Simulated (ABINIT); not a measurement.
**Quasiparticle gap of InP (F-43m) in ABINIT**

Wanted: ground state, empty states, screening and self-energy for InP (F-43m).

Calculated with ABINIT 10.8.3; PBE and many-body steps on it, plane waves.

The database entry behind the starting cell differs from other determinations of this structure, so it need not match the best structure at room temperature.

## 1. Set-up

The structure is cubic, space group F-43m (No. 216). Conventional cell: a = 5.861 Å, b = 5.861 Å, c = 5.861 Å, α = 90.00°, β = 90.00°, γ = 90.00°. Nearest to In lie 4 P at 2.54 Å. Nearest to P lie 4 In at 2.54 Å. Farther neighbours, and contacts between anions beyond the nearest, are not listed.

The cell and positions come from the Crystallography Open Database and are kept as given unless a step says otherwise.

## 2. Ground state

This step: ABINIT 10.8.3; DFT, PBE, plane waves, norm-conserving pseudopotentials.

The ground-state density comes first.

The input, run.abi:

```
acell 3*1.0 Angstrom
rprim 
  0.000000000000 2.930500000000 2.930500000000
  2.930500000000 -0.000000000000 2.930500000000
  2.930500000000 2.930500000000 0.000000000000
ntypat 2
znucl 49 15
natom 2
typat 1 2
xred 
  0.000000000000 0.000000000000 0.000000000000
  0.250000000000 0.250000000000 0.250000000000
pp_dirpath "pseudos"
pseudos "In.upf, P.upf"
ecut 33
ngkpt 6 6 6
nshiftk 1
shiftk 0 0 0
kptopt 1
chksymbreak 0
nband 18
occopt 1
tolvrs 1e-10
nstep 60
prtwf 0
optforces 0
optstress 0
indata_prefix "in"
outdata_prefix "out"
tmpdata_prefix "tmp"
```

Command:

```
OMP_NUM_THREADS=1 mpirun -n 8 abinit run.abi > log
```

Standard output:

```text
.Version 10.8.3 of ABINIT. v10.8.2 released Aug 2026.

 Symmetries : space group F-4 3 m (#216); Bravais cF (face-center cubic)
================================================================================
 Values of the parameters that define the memory need of the present run
     intxc =       0    ionmov =       0      iscf =       7    lmnmax =       6
     lnmax =       6     mgfft =      45  mpssoang =       3    mqgrid =    3001
     natom =       2  nloc_mem =       1    nspden =       1   nspinor =       1
    nsppol =       1      nsym =      24    n1xccc =    2501    ntypat =       2
    occopt =       1   xclevel =       2
-    mband =          18        mffmem =           1         mkmem =           2
       mpw =        3100          nfft =       91125          nkpt =          16
================================================================================
  Rough estimation (10% accuracy) of disk space for files :
================================================================================

--------------------------------------------------------------------------------
------------- Echo of variables that govern the present computation ------------
--------------------------------------------------------------------------------
 -outvars: echo values of preprocessed input variables --------
            acell      1.8897261259E+00  1.8897261259E+00  1.8897261259E+00 Bohr

      chksymbreak           0
             ecut      3.30000000E+01 Hartree
-          fftalg         312

              ixc     -101130
              kpt      0.00000000E+00  0.00000000E+00  0.00000000E+00
                       1.66666667E-01  0.00000000E+00  0.00000000E+00
                       3.33333333E-01  0.00000000E+00  0.00000000E+00
                       5.00000000E-01  0.00000000E+00  0.00000000E+00
                       1.66666667E-01  1.66666667E-01  0.00000000E+00
                       3.33333333E-01  1.66666667E-01  0.00000000E+00
                       5.00000000E-01  1.66666667E-01  0.00000000E+00
                      -3.33333333E-01  1.66666667E-01  0.00000000E+00
                      -1.66666667E-01  1.66666667E-01  0.00000000E+00
   [... 5 further rows ...]
                      -3.33333333E-01  3.33333333E-01  1.66666667E-01
                      -3.33333333E-01  5.00000000E-01  1.66666667E-01
         kptrlatt        6    0    0      0    6    0      0    0    6
          kptrlen      4.69901511E+01
P           mkmem           2
            natom           2
            nband          18
            ngfft          45      45      45
             nkpt          16
            nstep          60
             nsym          24
           ntypat           2
              occ      2.000000  2.000000  2.000000  2.000000  2.000000  2.000000
                       2.000000  2.000000  2.000000  2.000000  2.000000  2.000000
                       2.000000  0.000000  0.000000  0.000000  0.000000  0.000000
        optforces           0
        optstress           0
            prtwf           0
            rprim      0.0000000000E+00  2.9305000000E+00  2.9305000000E+00
[...]
spgroup         216

           tolvrs      1.00000000E-10

             xred      0.0000000000E+00  0.0000000000E+00  0.0000000000E+00
[...]
znucl       49.00000   15.00000

================================================================================

 chkinp: Checking input parameters for consistency.

================================================================================
== DATASET  1 ==================================================================
-   mpi_nproc: 8, omp_nthreads: 1 (-1 if OMP is not activated)

--- !DatasetInfo
iteration_state: {dtset: 1, }
dimensions: {natom: 2, nkpt: 16, mband: 18, nsppol: 1, nspinor: 1, nspden: 1, mpw: 3100, }
cutoff_energies: {ecut:  33.0, pawecutdg:  -1.0, }
electrons: {nelect:   2.60000000E+01, charge:   0.00000000E+00, occopt:   1.00000000E+00, tsmear:   1.00000000E-02, }

 Real(R)+Recip(G) space primitive vectors, cartesian coordinates (Bohr,Bohr^-1):
 R(1)=  0.0000000  5.5378424  5.5378424  G(1)= -0.0902879  0.0902879  0.0902879
 R(2)=  5.5378424  0.0000000  5.5378424  G(2)=  0.0902879 -0.0902879  0.0902879
 R(3)=  5.5378424  5.5378424  0.0000000  G(3)=  0.0902879  0.0902879 -0.0902879
 Unit cell volume ucvol=  3.3966576E+02 bohr^3
 Angles (23,13,12)=  6.00000000E+01  6.00000000E+01  6.00000000E+01 degrees

 getcut: wavevector=  0.0000  0.0000  0.0000  ngfft=  45  45  45
         ecut(hartree)=     33.000   => boxcut(ratio)=   2.17258

--- Pseudopotential description ------------------------------------------------
- In Generated using ONCVPSP code by D. R. Hamann
- 49.00000  21.00000  171031                  znucl, zion, pspdat
12 -101130 2 -1 1964                          pspcod,pspxc,lmax,lloc,mmax
     nproj     2     2     2
  pspatm : epsatm=   33.77322108
         --- l  ekb(1:nproj) -->
[...]
pspatm: atomic psp has been read  and splines computed

- P Generated using ONCVPSP code by D. R. Hamann
- 15.00000   5.00000  171031                  znucl, zion, pspdat
12 -101130 2 -1 1298                          pspcod,pspxc,lmax,lloc,mmax
     nproj     2     2     2
  pspatm : epsatm=    8.05910421
         --- l  ekb(1:nproj) -->
[...]
2   -3.154982   -0.827415
 pspatm: atomic psp has been read  and splines computed

   1.08764046E+03                                ecore*ucvol(ha*bohr**3)
--------------------------------------------------------------------------------

_setup2: Arith. and geom. avg. npw (full set) are    3076.875    3076.851

================================================================================

--- !BeginCycle
iteration_state: {dtset: 1, }
solver: {iscf: 7, nstep: 60, nline: 4, wfoptalg: 0, }
tolerances: {tolvrs: 1.00E-10, }

     iter   Etot(hartree)      deltaE(h)  residm     vres2
 ETOT  1  -205.97379630002    -2.060E+02 2.231E-01 2.035E+02
 ETOT  2  -206.37873386066    -4.049E-01 1.252E-02 2.815E+01
 ETOT  3  -206.38174677282    -3.013E-03 2.083E-02 7.750E-01
 ETOT  4  -206.38178877304    -4.200E-05 7.453E-04 6.304E-02
 ETOT  5  -206.38179190036    -3.127E-06 1.917E-04 6.390E-03
 ETOT  6  -206.38179338651    -1.486E-06 1.096E-03 2.070E-03
 ETOT  7  -206.38179369326    -3.067E-07 7.848E-05 4.100E-06
 ETOT  8  -206.38179369380    -5.420E-10 2.939E-04 8.570E-08
 ETOT  9  -206.38179369381    -1.276E-11 1.631E-05 3.250E-09
 ETOT 10  -206.38179369381    -2.530E-12 5.739E-05 2.705E-10
 ETOT 11  -206.38179369381    -6.253E-13 3.083E-06 1.165E-11

 At SCF step   11       vres2   =  1.17E-11 < tolvrs=  1.00E-10 =>converged.

--- !ResultsGS
iteration_state: {dtset: 1, }
comment   : Summary of ground state results
lattice_vectors:
- [  0.0000000,   5.5378424,   5.5378424, ]
- [  5.5378424,  -0.0000000,   5.5378424, ]
- [  5.5378424,   5.5378424,   0.0000000, ]
lattice_lengths: [   7.83169,    7.83169,    7.83169, ]
lattice_angles: [ 60.000,  60.000,  60.000, ] # degrees, (23, 13, 12)
lattice_volume:   3.3966576E+02
convergence: {deltae: -6.253E-13, res2:  1.165E-11, residm:  3.083E-06, diffor:  0.000E+00, }
etotal    :  -2.06381794E+02
entropy   :   0.00000000E+00
fermie    :   1.82435607E-01
cartesian_stress_tensor: null
pressure_GPa: null
xred      :
- [  0.0000E+00,   0.0000E+00,   0.0000E+00, In]
- [  2.5000E-01,   2.5000E-01,   2.5000E-01,  P]
cartesian_forces: null
force_length_stats: {min: null, max: null, mean: null, }

 Integrated electronic density in atomic spheres:
 ------------------------------------------------
 Atom  Sphere_radius  Integrated_density
    1        2.00000         17.85064401
    2        2.00000          2.75896772
================================================================================

 ----iterations are completed or convergence reached----

 Mean square residual over all n,k,spin=   10.723E-09; max=  30.825E-07
 reduced coordinates (array xred) for    2 atoms
       0.000000      0.000000      0.000000
       0.250000      0.250000      0.250000
 rms dE/dt=  0.0000E+00; max dE/dt=  0.0000E+00; dE/dt below (all hartree)
    1       0.000000      0.000000      0.000000
    2       0.000000      0.000000      0.000000

 cartesian coordinates (angstrom) at end:
    1      0.000000     0.000000     0.000000
    2      1.465250     1.465250     1.465250
 length scales=  1.889726  1.889726  1.889726 bohr
              =  1.000000  1.000000  1.000000 angstroms
 prteigrs : about to open file out_EIG
 Fermi (or HOMO) energy (hartree) =   0.18244   Average Vxc (hartree)=  -0.34806
 Eigenvalues (hartree) for nkpt=  16  k points:
 kpt#   1, nband= 18, wtk=  0.00463, kpt=  0.0000  0.0000  0.0000 (reduced coord)
  -4.04594   -2.51987   -2.51987   -2.51987   -0.33970   -0.33970   -0.33970   -0.33420
  -0.33420   -0.24085    0.18244    0.18244    0.18244    0.20849    0.33265    0.33265
   0.33265    0.49824
 prteigrs : prtvol=0 or 1, do not print more k-points.

--- !EnergyTerms
iteration_state     : {dtset: 1, }
comment             : Components of total free energy in Hartree
kinetic             :  7.021444E+01
hartree             :  7.447536E+01
xc                  : -3.014199E+01
Ewald energy        : -1.040546E+02
psp_core            :  3.202090E+00
local_psp           : -2.042560E+02
non_local_psp       : -1.582107E+01
total_energy        : -2.063818E+02
total_energy_eV     : -5.615935E+03
band_energy         : -2.647714E+01

== END DATASET(S) ==============================================================
================================================================================

 -outvars: echo values of variables after computation  --------
           etotal     -2.0638179369E+02
            nband          18
             nkpt          16
          spgroup         216
 [... the other variables as echoed above ...]

 Calculation completed.
```

Wall time 14 s (8 MPI ranks of Intel Xeon Platinum 8488C (Sapphire Rapids), shared host); peak memory 0.68 GiB.

Numbers from this step:

```yaml
total_energy: -5615.9347 eV
gap: 0.7089 eV
k_of_the_valence_top: 0, 0, 0
k_of_the_conduction_bottom: 0, 0, 0
least_direct_gap: 0.7089 eV
```

The gap is direct, at Γ.

[end of part 1 of 3]

[Long decimals in the printed logs are rounded to 6 places.]

[Logs are printed without paths, hosts, clocks, repeated set-up lines and the standing remarks that a program may print on its own settings, such as how far it seeks lower states.]

[Paths, hosts, dates, memory and timing lines, banners, echoed tables and standing remarks are left out of the program output; an Ansatz launch command may be rebuilt from the run's recorded settings. Measured values are a selection of at most five: reports struck by readers or far from the other reports are left out. None is set beside runs whose start may be inverted or whose files or cutoffs have a known fault.]

[Runs of the session that timed out or met a known fault of the program may be left out.]

[Hosts, paths, dates, database ids (printed as entryN), source tags and the programs' standing remarks are cut or masked in the printed files.]

[G0W0 gaps are taken among the corrected bands and points alone; a level outside them can change the order at an edge.]

[Where Ansatz stands beside ABINIT at settings called matched, ABINIT's density can come from a denser mesh and the files from another edition; pairs whose starting gaps differed by over 0.03 eV were left out, so agreement reads better than it is.]
